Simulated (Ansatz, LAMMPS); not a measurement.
# Static equation of state of glassy 68SiO2-14MgO-11ZnO-7BaO (mol %) (75 atoms)

Density of this cell: 2.80 g/cm³. The cell holds 75 atoms: 19 Si, 4 Mg, 3 Zn, 2 Ba and 47 O. Cell: a = 10.530 Å, b = 10.550 Å, c = 9.910 Å, α = 90.9°, β = 91.5°, γ = 88.1°. The starting structure: 75 atoms (19 Si, 4 Mg, 3 Zn, 2 Ba, 47 O) placed at random at 2.53 g/cm³, melted at 4000 K for 10 ps at fixed volume with the Morse and Coulomb pair potential with partial charges (Pedone, Malavasi, Menziani, Cormack and Segre, J. Phys. Chem. B 110, 11780 (2006)). Quenched from 4000 K to 300 K at 25 K/ps and fixed volume, held 5 ps, then minimised at fixed cell.

Calculated with Ansatz 0.2.0: Kohn-Sham DFT, PBE, PAW (set soft_2), plane waves; cutoff 420 eV, Γ point, fermi-dirac smearing of 0.025 eV. Cell and atoms were relaxed first, to V0 = 14.664 Å³ an atom at a residual P0 = -0.018 GPa. The cell was then scaled evenly, and the atoms were relaxed at each volume.

| volume (Å³/atom) | pressure (GPa) |
| --- | --- |
| 13.197 | 4.118 |
| 13.784 | ? |
| 14.224 | 0.7723 |
| 15.103 | -1.424 |
| 15.543 | -2.376 |

Task: Fit the third-order Birch–Murnaghan equation to the rows given and interpolate to the withheld row.

Worked fit:

Take the Eulerian strain f = ½[(V0/V)^(2/3) − 1] and the normalised pressure F = (P − P0) / [3f(1 + 2f)^(5/2)]. The third-order Birch–Murnaghan equation is then the line F = B0 + (3/2)B0(B′ − 4) f, so u = f and v = F.

```
      u = f  v = F (GPa)
  0.0363831      31.7926
  0.0102570      24.4251
-0.00975631      50.4424
 -0.0190506      45.4646
```

With n = 4: mean u = 0.00445831, mean v = 38.0312, Σ(u − ū)² = 0.0018075, Σ(u − ū)(v − v̄) = -0.62923. Slope b = -0.62923 / 0.0018075 = -348.12; intercept a = v̄ − b ū = 39.583.

So B0 = a = 39.6 GPa and B′ = 4 + 2b/(3a) = -1.86. At the withheld volume f = 0.02106, F = a + b f = 32.25 GPa, and P = P0 + 3f(1 + 2f)^(5/2) F.

Prediction at 13.784: 2.240 GPa. The run gave 2.430 GPa, so the fit is low by 0.19 GPa (7.8 % of the value).

The series isn't one smooth equation of state: even a line fitted to all rows, the withheld one included, misses F by up to 49.8 %, the count of bonds changes along the series, an atom moves over 0.5 Å in some relaxation and a scaled cell ends below the relaxed one in energy. B0 and B′ are then only the numbers of this fit, not moduli of the material. Among the rows given, the largest miss of the fit is at 13.197, by 0.63 GPa (9.8 % of the range of the table).

Limits: Static cells at zero temperature; the cell shape is held. The program notes that the SCF threshold of these relaxations is loose for the stress. The quench rate of 25 K/ps is many orders above laboratory rates, so the cell is likely richer in defects and strain than a real sample. The network of bonds at the start is that of the classical potential that made the cell, and needn't be the one that DFT or experiment would give. Only the Γ point is sampled, in a cell whose shortest periodic width is 10 Å.

[Logs are printed without paths, hosts, clocks, repeated set-up lines and the standing remarks that a program may print on its own settings, such as how far it seeks lower states.]

[Hosts, paths, dates, database ids (printed as entryN), source tags and the programs' standing remarks are cut or masked in the printed files.]
